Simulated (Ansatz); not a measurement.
# Lattice dynamics of ScC3 (built on the sites of a database entry of AlC3)

Aim: the vibrations of ScC3 (built on the sites of a database entry of AlC3), their spectra, and whether the structure is stable.

Program: Ansatz 0.2.0. Level of theory: DFT LDA, scalar-relativistic, plane waves, norm-conserving pseudopotentials. Results are calculated unless marked as measured.

Report form: the programs' logs are mostly left out.

The structure was built from a prototype and need not be the compound's stable phase.

## Step 1: The starting structure

The structure is cubic, space group Pm-3m (No. 221). The conventional cell has a = 3.868 Å, b = 3.868 Å, c = 3.868 Å, α = 90.00°, β = 90.00°, γ = 90.00°. Sc has 12 C at 2.74 Å nearest. Nearest to C lie 4 Sc at 2.74 Å and 8 C at 2.74 Å. Farther neighbours are not listed.

## Step 2: Rough relaxation

A rough relaxation comes first, because large forces or stress need no tight tolerances yet.

File input.yaml:

```yaml
crystal:
  lattice:
    - [3.86801, 0.0, 0.0]
    - [0.0, 3.86801, 0.0]
    - [0.0, 0.0, 3.86801]
  atoms:
    - { symbol: Sc, position: [0.0, 0.0, 0.0] }
    - { symbol: C, position: [0.0, 0.5, 0.5] }
    - { symbol: C, position: [0.5, 0.0, 0.5] }
    - { symbol: C, position: [0.5, 0.5, 0.0] }
kpoints:
  mp_grid: { grid: [6, 6, 6] }
hamiltonian:
  xc: lda
  pseudopotentials: { kind: nc }
scf:
  occupations: { method: gaussian, width: 0.1 }
output:
  forces: true
  stress: true
  eigenvalues: true
relax:
  adjacent_minimum: "off"
  f_tol: 0.05
  max_steps: 80
  cell: { stress_tol: 0.5 }
```

Run with:

```sh
> ansatz run input.yaml --threads 8 --pin off --max-ram 14336MiB --backend cpu --events-out ev --progress --plain --runs-dir out
```

It took 3.5 s on 8 threads of Arm Neoverse V2, shared host; peak memory 0.5 GiB.

Relaxation path:

| step | energy less that of the first step (eV) | largest force component (eV/Å) | pressure (GPa) | volume (Å³) |
| --- | --- | --- | --- | --- |
| 1 | 0.0000 | 0.0000 | -36.46 | 57.87 |
| 2 | -1.8206 | 0.0000 | -35.13 | 49.81 |
| 3 | -3.2893 | 0.0000 | -27.87 | 42.54 |
| 4 | -4.0896 | 0.0000 | -7.88 | 36.01 |
| 5 | -4.1272 | 0.0000 | 0.86 | 34.42 |
| 6 | -4.1275 | 0.0000 | 0.00 | 34.56 |
| 7* | -4.1256 | 0.0000 | -0.10 | 34.56 |

Relaxation steps marked * repeat the geometry before them on a plane-wave basis chosen anew for their cell, so energy and pressure can jump there.

The run keeps the 48 symmetry operations that it works with, so distortions that break them were not tested.

| cell as run | before | after | change |
| --- | --- | --- | --- |
| a (Å) | 3.868 | 3.257 | -15.8 % |
| b (Å) | 3.868 | 3.257 | -15.8 % |
| c (Å) | 3.868 | 3.257 | -15.8 % |
| volume (Å³/atom) | 14.47 | 8.64 | -40.3 % |

Final coordinates:

```xyz
4
Lattice="3.2573 0.0000 0.0000 0.0000 3.2573 0.0000 0.0000 0.0000 3.2573" Properties=species:S:1:pos:R:3 pbc="T T T"
Sc    0.0000    0.0000    0.0000
C     0.0000    1.6286    1.6286
C     1.6286    0.0000    1.6286
C     1.6286    1.6286    0.0000
```

This step gave:

```yaml
pressure: -0.1017 GPa
volume_per_atom: 8.640 Å³
gap_on_the_k_mesh: 0 eV
```

In this step the volume went from 14.47 to 8.64 Å³/atom.

## Step 3: Bringing the structure to rest

Harmonic phonons are second derivatives at a point where the forces vanish, and they are wanted at zero stress, so atoms and cell are relaxed first.

File input.yaml:

```yaml
crystal:
  lattice:
    - [3.2572629741, 0.0, 0.0]
    - [0.0, 3.2572629741, 0.0]
    - [0.0, 0.0, 3.2572629741]
  atoms:
    - { symbol: Sc, position: [0.0, 0.0, 0.0] }
    - { symbol: C, position: [0.0, 0.5, 0.5] }
    - { symbol: C, position: [0.5, 0.0, 0.5] }
    - { symbol: C, position: [0.5, 0.5, 0.0] }
kpoints:
  mp_grid: { grid: [14, 14, 14] }
hamiltonian:
  xc: lda
  pseudopotentials: { kind: nc }
scf:
  occupations: { method: gaussian, width: 0.1 }
output:
  forces: true
  stress: true
  eigenvalues: true
  write_density: true
  write_potential: true
  elf: true
  volumetric_format: npy
relax:
  adjacent_minimum: "off"
  f_tol: 0.005
  max_steps: 80
  cell: { stress_tol: 0.05 }
```

Wall time 6.5 s (8 threads); peak memory 0.55 GiB; 48 s of CPU time.

Little changed from the start: no atom moved by 0.005 Å and no cell edge by 0.1 %.

This step gave:

```yaml
pressure: -0.001322 GPa
volume_per_atom: 8.614 Å³
```

ELF in the ac plane at fractional y = 0.000, with atoms of Sc and C within 0.2 Å of it. It is the smooth field of the valence electrons, not physical close to the nuclei.

Ten even steps from '0' (0.00) to '9' (0.87):
```
15996101111016995
89994112222114999
99952124554212599
76421268888621246
21112689999862111
00126899889986210
01248996336998421
11258983003898521
11258983003898521
01248996336998421
00126899889986210
21112689999862111
76421268888621246
99952124554212599
89994112222114999
15996101111016995
01897200110027981
```
Columns run along a (3.3 Å), rows up along c (3.3 Å). Atoms in or near the plane, at fractional coordinates: Sc at (0.00, 0.00), C at (0.50, 0.50).

Valence density in the ac plane at fractional y = 0.000, with atoms of Sc and C within 0.2 Å of it. It is the smooth field of the valence electrons, not physical close to the nuclei.

Ten even steps from '0' (0.1 e/Å³) to '9' (6.7 e/Å³):
```
58941000000001498
99620000000000269
54210000000000124
11000000000000001
00000001111000000
00000011111100000
00000112222110000
00000112002110000
00000112002110000
00000112222110000
00000011111100000
00000001111000000
11000000000000001
54210000000000124
99620000000000269
58941000000001498
05951000000001595
```
Columns run along a (3.3 Å), rows up along c (3.3 Å). Atoms in or near the plane, at fractional coordinates: Sc at (0.00, 0.00), C at (0.50, 0.50).

Electrostatic potential energy in the ac plane at fractional y = 0.000, with atoms of Sc and C within 0.2 Å of it. With pseudopotentials it is smooth inside the atoms' cores, unlike the true potential.

Ten even steps from '0' (-122 eV) to '9' (14 eV):
```
00268999999998620
12578999999998752
56789999999999876
88899999999999988
99999999999999999
99999998778999999
99999986556899999
99999975335799999
99999975335799999
99999986556899999
99999998778999999
99999999999999999
88899999999999988
56789999999999876
12578999999998752
00268999999998620
00158999999998510
```
Columns run along a (3.3 Å; values clipped at the 3rd and 97th percentile), rows up along c (3.3 Å). Atoms in or near the plane, at fractional coordinates: Sc at (0.00, 0.00), C at (0.50, 0.50).

In this step the volume went from 8.64 to 8.61 Å³/atom.

## Step 4: Relaxing to small forces for the phonons

Phonons need a cell at rest on their own settings, so the relaxation is repeated with tight tolerances on forces and stress, using the mesh and the filling of the phonon run that follows.

File input.yaml:

```yaml
crystal:
  lattice:
    - [3.2540750387, 0.0, 0.0]
    - [0.0, 3.2540750387, 0.0]
    - [0.0, 0.0, 3.2540750387]
  atoms:
    - { symbol: Sc, position: [0.0, 0.0, 0.0] }
    - { symbol: C, position: [0.0, 0.5, 0.5] }
    - { symbol: C, position: [0.5, 0.0, 0.5] }
    - { symbol: C, position: [0.5, 0.5, 0.0] }
kpoints:
  mp_grid: { grid: [16, 16, 16] }
hamiltonian:
  xc: lda
  pseudopotentials: { kind: nc }
scf:
  occupations: { method: methfessel_paxton, width: 0.2 }
output:
  forces: true
  stress: true
  eigenvalues: true
relax:
  adjacent_minimum: "off"
  f_tol: 0.001
  max_steps: 60
  cell: { stress_tol: 0.01 }
```

Elapsed: 7.8 s, on 8 threads; peak memory 0.61 GiB; 59 s of CPU time.

Little changed from the start: no atom moved by 0.005 Å and no cell edge by 0.1 %.

Numbers from this step:

- pressure: -1.51e-4 GPa
- volume per atom: 8.612 Å³

The forces vanish by symmetry and the pressure is 0.000 GPa, within the tolerances set. The cell now holds 8.61 Å³/atom.

## Step 5: Modes at Γ

The zone centre comes first: it holds the modes that light can see, as far as symmetry allows. No field response is asked, since the mesh shows no gap.

input.yaml, the sections that differ from step 4:

```yaml
crystal:
  lattice:
    - [3.2537740111, 0.0, 0.0]
    - [0.0, 3.2537740111, 0.0]
    - [0.0, 0.0, 3.2537740111]
  atoms:
    - { symbol: Sc, position: [0.0, 0.0, 0.0] }
    - { symbol: C, position: [0.0, 0.5, 0.5] }
    - { symbol: C, position: [0.5, 0.0, 0.5] }
    - { symbol: C, position: [0.5, 0.5, 0.0] }
output:
  eigenvalues: true
phonons:
  method: dfpt
# kpoints, hamiltonian, scf: as in step 4
# relax: removed
```

Run time: 50 s. Hardware: 8 threads; peak memory 3.9 GiB.

Numbers from this step:

```yaml
sum_rule_residual_before_enforcement: 6.64e-4 eV/Å²
point_group: m-3m
highest_optical_mode_at_the_zone_centre_no_lo_to_term: 512.4 cm⁻¹
lowest_optical_zone_centre_mode: -562.1 cm⁻¹
```

Patterns of degenerate modes are one choice out of their space. The modes at Γ (shares of kinetic energy by element, %) (negative means imaginary):

| mode | frequency (cm⁻¹) | symmetry | Sc % | C % |
| --- | --- | --- | --- | --- |
| 1 | -562.1 | T1u | 5 | 95 |
| 2 | -562.1 | T1u | 5 | 95 |
| 3 | -562.1 | T1u | 5 | 95 |
| 4 | 0.0 | acoustic | 56 | 44 |
| 5 | 0.0 | acoustic | 56 | 44 |
| 6 | 0.0 | acoustic | 56 | 44 |
| 7 | 393.5 | T2u | 0 | 100 |
| 8 | 393.5 | T2u | 0 | 100 |
| 9 | 393.5 | T2u | 0 | 100 |
| 10 | 512.4 | T1u | 40 | 60 |
| 11 | 512.4 | T1u | 40 | 60 |
| 12 | 512.4 | T1u | 40 | 60 |

Displacements in mode 2 (-562.1 cm⁻¹), the largest set to 1:
```
Sc1  0.00  0.01 -0.12
C2   0.00  0.02 -0.27
C3   0.00 -0.07 -0.27
C4   0.00  0.02  1.00
```

Displacements in mode 12 (512.4 cm⁻¹), the largest set to 1:
```
Sc1  0.61  0.00  0.00
C2  -0.27  0.00  0.00
C3  -1.00  0.00  0.00
C4  -1.00  0.00  0.00
```

Before it was imposed, the acoustic sum rule was missed by 6.6e-4 eV/Å². Small misses are needed for a sound result but don't prove that mesh and cutoff are converged. The lowest optical mode is imaginary, 562.1i cm⁻¹, so the energy falls along it.

## Step 6: Response at finite wavevector

Stability and thermal properties need the whole zone. Linear response on a 4×4×4 q mesh gives force constants as far as a supercell of that size would.

input.yaml, as its differences from that of step 5:

```diff
@@ -21 +21,8 @@
   method: dfpt
+  qmesh: [4, 4, 4]
+  temperatures: { t_max: 1000, t_step: 50 }
+  qpath:
+    path:
+      - [[0.0, 0.0, 0.0], [0.0, 0.5, 0.0], [0.5, 0.5, 0.0], [0.0, 0.0, 0.0], [0.5, 0.5, 0.5], [0.0, 0.5, 0.0]]
+      - [[0.5, 0.5, 0.5], [0.5, 0.5, 0.0]]
+    npoints: 10
```

It took 25 min on 8 threads; peak memory 12 GiB.

Numbers from this step:

```yaml
sum_rule_residual_before_enforcement: 6.33e-4 eV/Å²
lowest_frequency_on_the_path: -759.9 cm⁻¹
highest_frequency_on_the_path_or_at_a_solved_wavevector: 525.6 cm⁻¹
lowest_mode_on_the_q_mesh_acoustic_modes_at_gamma_apart: -759.9 cm⁻¹
```

Frequencies (cm⁻¹) solved at each irreducible wavevector; negative means imaginary. Frequencies by wavevector, by row:

| q in reciprocal lattice units | star | mode 1 | mode 2 | mode 3 | mode 4 | mode 10 | mode 11 | mode 12 |
| --- | --- | --- | --- | --- | --- | --- | --- | --- |
| 0 0 0 | 1 | -562.1 | -562.1 | -562.1 | 0 | 512.4 | 512.4 | 512.4 |
| 0 0 0.25 | 6 | -555.5 | -555.5 | -407.4 | 101.8 | 476.9 | 489.1 | 489.1 |
| 0 0 -0.5 | 3 | -551.3 | -551.3 | -336.3 | 128.1 | 457.2 | 470.7 | 470.7 |
| 0 0.25 0.25 | 12 | -512.6 | -480.4 | -398.1 | 126.6 | 416.8 | 451.2 | 514 |
| 0 0.25 -0.5 | 12 | -507.9 | -416.9 | -341.6 | 35 | 439.5 | 455.6 | 512.9 |
| 0 -0.5 -0.5 | 3 | -453.9 | -358.2 | -345.7 | -277 | 513 | 518.8 | 518.8 |
| 0.25 0.25 0.25 | 8 | -621.7 | -384.2 | -384.2 | -144.8 | 453.1 | 509.4 | 509.4 |
| 0.25 0.25 -0.5 | 12 | -578.1 | -365.4 | -341 | -254.7 | 453.9 | 481.6 | 508.1 |
| 0.25 -0.5 -0.5 | 6 | -559.8 | -373.7 | -326.3 | -299.2 | 500.6 | 500.6 | 506.5 |
| -0.5 -0.5 -0.5 | 1 | -759.9 | -375.4 | -375.4 | -375.4 | 504.9 | 504.9 | 504.9 |

Interpolated from a 4×4×4 q mesh. The phonon branches at the labelled points (cm⁻¹):

| point | branch 1 | branch 2 | branch 3 | branch 4 | branch 9 | branch 10 | branch 11 | branch 12 |
| --- | --- | --- | --- | --- | --- | --- | --- | --- |
| Γ | -562 | -562 | -562 | 0 | 394 | 512 | 512 | 512 |
| halfway | -556 | -556 | -407 | 102 | 382 | 477 | 489 | 489 |
| X | -551 | -551 | -336 | 128 | 384 | 457 | 471 | 471 |
| halfway | -508 | -417 | -342 | 35 | 416 | 440 | 456 | 513 |
| M | -454 | -358 | -346 | -277 | 375 | 513 | 519 | 519 |
| halfway | -513 | -480 | -398 | 127 | 407 | 417 | 451 | 514 |
| Γ | -562 | -562 | -562 | 0 | 394 | 512 | 512 | 512 |
| halfway | -622 | -384 | -384 | -145 | 398 | 453 | 509 | 509 |
| R | -760 | -375 | -375 | -375 | 453 | 505 | 505 | 505 |
| halfway | -578 | -365 | -341 | -255 | 437 | 454 | 482 | 508 |
| X | -551 | -551 | -336 | 128 | 384 | 457 | 471 | 471 |
| jump to R | -760 | -375 | -375 | -375 | 453 | 505 | 505 | 505 |
| halfway | -560 | -374 | -326 | -299 | 432 | 501 | 501 | 506 |
| M | -454 | -358 | -346 | -277 | 375 | 513 | 519 | 519 |

The phonon density of states has structure finer than the step of the table below, so its rows give means over 50 cm⁻¹, whole bins alone (the curve runs from -765 to 525 cm⁻¹). Peaks (cm⁻¹: height): -555.0: 0.0191, -345.0: 0.0318, 215.0: 0.0131, 365.0: 0.0350, 405.0: 0.0352, 515.0: 0.0494.

Tetrahedra on a 20×20×20 mesh, mean over bins of 10 cm-1. Interpolated from a 4×4×4 q mesh. Phonon density of states against wavenumber; means over each step:

wavenumber (cm⁻¹), phonon density of states (1/cm⁻¹/cell) and a bar:
```
     -700     0.0002 
     -650     0.0007 
     -600     0.0041 ###
     -550     0.0127 ###########
     -500     0.0072 ######
     -450     0.0052 ####
     -400     0.0081 #######
     -350     0.0214 ##################
     -300     0.0050 ####
     -250     0.0033 ###
     -200     0.0034 ###
     -150     0.0035 ###
     -100     0.0029 ##
      -50     0.0021 ##
        0     0.0021 ##
       50     0.0040 ###
      100     0.0093 ########
      150     0.0090 #######
      200     0.0102 ########
      250     0.0067 ######
      300     0.0023 ##
      350     0.0197 #################
      400     0.0314 ###########################
      450     0.0286 ########################
      500     0.0355 ##############################
```

The partial phonon density of states has structure finer than the step of the table below, so its rows give means over 50 cm⁻¹, whole bins alone (the curve runs from -759 to 551 cm⁻¹). Peaks (cm⁻¹: height): C -552.9: 0.0153, -346.9: 0.0257, 369.9: 0.0291, 501.7: 0.0315; Sc -190.4: 0.00174, 221.6: 0.00952, 435.8: 0.00983, 510.0: 0.00794.

Phonopy on the run's constants, 17x17x17 mesh, Gaussian sigma 9.4 cm-1. Interpolated from a 4×4×4 q mesh. Partial phonon density of states against wavenumber; means over each step; values in 1/cm⁻¹/cell:

| wavenumber (cm⁻¹) | C | Sc |
| --- | --- | --- |
| -700 | 2.3e-4 | 0 |
| -650 | 7.4e-4 | 0 |
| -600 | 0.00433 | 2.1e-5 |
| -550 | 0.0120 | 1.6e-4 |
| -500 | 0.00720 | 9.6e-5 |
| -450 | 0.00518 | 9.9e-5 |
| -400 | 0.00826 | 2.5e-4 |
| -350 | 0.0196 | 8.6e-4 |
| -300 | 0.00504 | 7.4e-4 |
| -250 | 0.00224 | 0.00109 |
| -200 | 0.00204 | 0.00137 |
| -150 | 0.00201 | 0.00163 |
| -100 | 0.00155 | 0.00161 |
| -50 | 8.4e-4 | 9.3e-4 |
| 0 | 3.3e-4 | 3.7e-4 |
| 50 | 0.00202 | 0.00255 |
| 100 | 0.00363 | 0.00566 |
| 150 | 0.00332 | 0.00608 |
| 200 | 0.00264 | 0.00739 |
| 250 | 0.00133 | 0.00571 |
| 300 | 0.00152 | 0.00108 |
| 350 | 0.0165 | 0.00270 |
| 400 | 0.0262 | 0.00548 |
| 450 | 0.0216 | 0.00723 |
| 500 | 0.0273 | 0.00633 |

Symmetry leaves 10 wavevectors to solve. The lowest mode among them, the acoustic zeros apart, lies at q = (-0.5, -0.5, -0.5) and is imaginary, 759.9i cm⁻¹, so the energy falls along it.

## Step 7: Isotope substitution

An isotope changes the mass and not the force constants, so no new electronic calculation is needed; the shifts show which modes move this element.

The same force constants with the mass of C changed from 12.011 to 13.003 u (phonopy, no LO-TO term). Both lists are sorted by frequency; levels can cross, so a row need not hold one and the same mode. Modes under 3 cm⁻¹ are left out. Isotope shifts, by row, the first 40 of 45 rows:

| q | rank | natural mass (cm⁻¹) | changed mass (cm⁻¹) |
| --- | --- | --- | --- |
| 0 0 0 | 1 | -562.1 | -541.2 |
| 0 0 0 | 2 | -562.1 | -541.2 |
| 0 0 0 | 3 | -562.1 | -541.2 |
| 0 0 0 | 7 | 393.5 | 378.2 |
| 0 0 0 | 8 | 393.5 | 378.2 |
| 0 0 0 | 9 | 393.5 | 378.2 |
| 0 0 0 | 10 | 512.4 | 500.5 |
| 0 0 0 | 11 | 512.4 | 500.5 |
| 0 0 0 | 12 | 512.4 | 500.5 |
| 0 0 0.25 | 1 | -555.5 | -534.4 |
| 0 0 0.25 | 2 | -555.5 | -534.4 |
| 0 0 0.25 | 3 | -407.4 | -391.9 |
| 0 0 0.25 | 4 | 101.8 | 100.2 |
| 0 0 0.25 | 5 | 101.8 | 100.2 |
| 0 0 0.25 | 6 | 197.2 | 194.9 |
| 0 0 0.25 | 7 | 360.9 | 347 |
| 0 0 0.25 | 8 | 360.9 | 347 |
| 0 0 0.25 | 9 | 381.9 | 367.1 |
| 0 0 0.25 | 10 | 476.9 | 463.4 |
| 0 0 0.25 | 11 | 489.1 | 476.7 |
| 0 0 0.25 | 12 | 489.1 | 476.7 |
| 0 0 -0.5 | 1 | -551.3 | -529.8 |
| 0 0 -0.5 | 2 | -551.3 | -529.8 |
| 0 0 -0.5 | 3 | -336.3 | -323.6 |
| 0 0 -0.5 | 4 | 128.1 | 126.7 |
| 0 0 -0.5 | 5 | 128.1 | 126.7 |
| 0 0 -0.5 | 6 | 260.8 | 260.4 |
| 0 0 -0.5 | 7 | 336.7 | 323.6 |
| 0 0 -0.5 | 8 | 336.7 | 323.6 |
| 0 0 -0.5 | 9 | 383.7 | 368.8 |
| 0 0 -0.5 | 10 | 457.2 | 439.4 |
| 0 0 -0.5 | 11 | 470.7 | 457.5 |
| 0 0 -0.5 | 12 | 470.7 | 457.5 |
| 0 0.25 0.25 | 1 | -512.6 | -492.9 |
| 0 0.25 0.25 | 2 | -480.4 | -462.2 |
| 0 0.25 0.25 | 3 | -398.1 | -382.9 |
| 0 0.25 0.25 | 4 | 126.6 | 124.8 |
| 0 0.25 0.25 | 5 | 150 | 147.6 |
| 0 0.25 0.25 | 6 | 150.2 | 147.8 |
| 0 0.25 0.25 | 7 | 362.2 | 353.5 |

A mode of this element alone would shift by -3.89 %. The highest zone-centre frequency without the field goes from 512.4 to 500.5 cm⁻¹ (-2.3 %).

## Step 8: Results

| Item | Value |
| --- | --- |
| space group after relaxation (within 0.01 Å) | Pm-3m |
| volume per atom | 8.61 Å³ |
| electronic character | no gap on this mesh |
| highest optical mode at the zone centre (no LO-TO term) | 512 cm⁻¹ |
| lowest optical zone-centre mode | -562 cm⁻¹ |
| lowest mode on the q mesh (acoustic modes at Γ apart) | -760 cm⁻¹ |
| highest frequency on the path or at a solved wavevector | 526 cm⁻¹ |
| imaginary modes on the 4×4×4 q mesh | yes |

Modes are clearly imaginary (beyond 10i cm⁻¹) at 10 of the 10 irreducible wavevectors, most at q = (-0.5, -0.5, -0.5) (759.9i cm⁻¹), so this structure is not a minimum of the energy. The optical modes at Γ span -562 to 512 cm⁻¹ (negative means imaginary). With no gap, or one that is small against the smearing, the frequencies hang on the k mesh and the smearing, most of all near Kohn anomalies. The phonon runs are without spin polarisation, although the cell has an odd electron count. A phonon run warned that its eigensolver left some bands unconverged in a pass. The starting cell was built on a prototype and not taken from a measurement, so the phase need not exist. These are harmonic frequencies at zero temperature: anharmonic shifts, linewidths and thermal expansion are left out.

[Logs are printed without paths, hosts, clocks, repeated set-up lines and the standing remarks that a program may print on its own settings, such as how far it seeks lower states.]

[Hosts, paths, dates, database ids (printed as entryN), source tags and the programs' standing remarks are cut or masked in the printed files.]
